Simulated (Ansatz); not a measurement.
An input for Ansatz 0.2.0 (Ta3N5 (Cmcm)):

```yaml
crystal:
  lattice:
    - [1.9431, -5.1059, 0.0]
    - [1.9431, 5.1059, 0.0]
    - [0.0, 0.0, 10.2624]
  atoms:
    - { symbol: Ta, position: [0.8029, 0.1971, 0.25] }
    - { symbol: Ta, position: [0.1971, 0.8029, 0.75] }
    - { symbol: Ta, position: [0.86545, 0.13455, 0.55906] }
    - { symbol: Ta, position: [0.13455, 0.86545, 0.05906] }
    - { symbol: Ta, position: [0.13455, 0.86545, 0.44094] }
    - { symbol: Ta, position: [0.86545, 0.13455, 0.94094] }
    - { symbol: "N", position: [0.23678, 0.76322, 0.25] }
    - { symbol: "N", position: [0.76322, 0.23678, 0.75] }
    - { symbol: "N", position: [0.95299, 0.04701, 0.11949] }
    - { symbol: "N", position: [0.04701, 0.95299, 0.61949] }
    - { symbol: "N", position: [0.04701, 0.95299, 0.88051] }
    - { symbol: "N", position: [0.95299, 0.04701, 0.38051] }
    - { symbol: "N", position: [0.69138, 0.30862, 0.07378] }
    - { symbol: "N", position: [0.30862, 0.69138, 0.57378] }
    - { symbol: "N", position: [0.30862, 0.69138, 0.92622] }
    - { symbol: "N", position: [0.69138, 0.30862, 0.42622] }
kpoints:
  mp_grid: { grid: [4, 4, 2] }
  band_path:
    path:
      - [0.0, 0.0, 0.0]
      - [-0.5, 0.5, 0.0]
      - [-0.28620643, 0.71379357, 0.0]
      - [0.28620643, 0.28620643, 0.0]
      - [0.0, 0.0, 0.5]
      - [0.28620643, 0.28620643, 0.5]
      - [-0.28620643, 0.71379357, 0.5]
      - [-0.5, 0.5, 0.5]
      - [0.143103215, 0.143103215, 0.0]
      - [-0.3, 0.3, 0.0]
    npoints: 1
hamiltonian:
  xc: hse06
scf:
  occupations: { method: fixed }
  n_extra_bands: 9
output:
  eigenvalues: true
```

```sh
ansatz run input.yaml --threads 16 --pin off --max-ram 82944MiB --backend cuda --events-out ev --progress --plain --runs-dir out --devices 1 --max-vram 78GiB
```

Estimate wall time and host memory on 1 × NVIDIA GB200 (shared by 2 runs) with 16 threads of Arm Neoverse V2, shared host.

It took 16 s; on shared hardware allow 7.8 s to 31 s. Peak host memory was 1.9 GiB. The sizes that set the cost: 3985 plane waves a state, 14 irreducible k points and 17 SCF cycles.

Exact exchange couples every pair of k points and filled bands, so it costs far more than a semilocal run.

[Paths, hosts, dates, memory and timing lines, banners, echoed tables and standing remarks are left out of the program output.]

[Logs are printed without paths, hosts, clocks, repeated set-up lines and the standing remarks that a program may print on its own settings, such as how far it seeks lower states.]

[Runs of the session that timed out or met a known fault of the program may be left out.]

[Cells called generated may have been cut or substituted from an entry of the Crystallography Open Database or the Materials Project.]

[Hosts, paths, dates, database ids (printed as entryN), source tags and the programs' standing remarks are cut or masked in the printed files.]
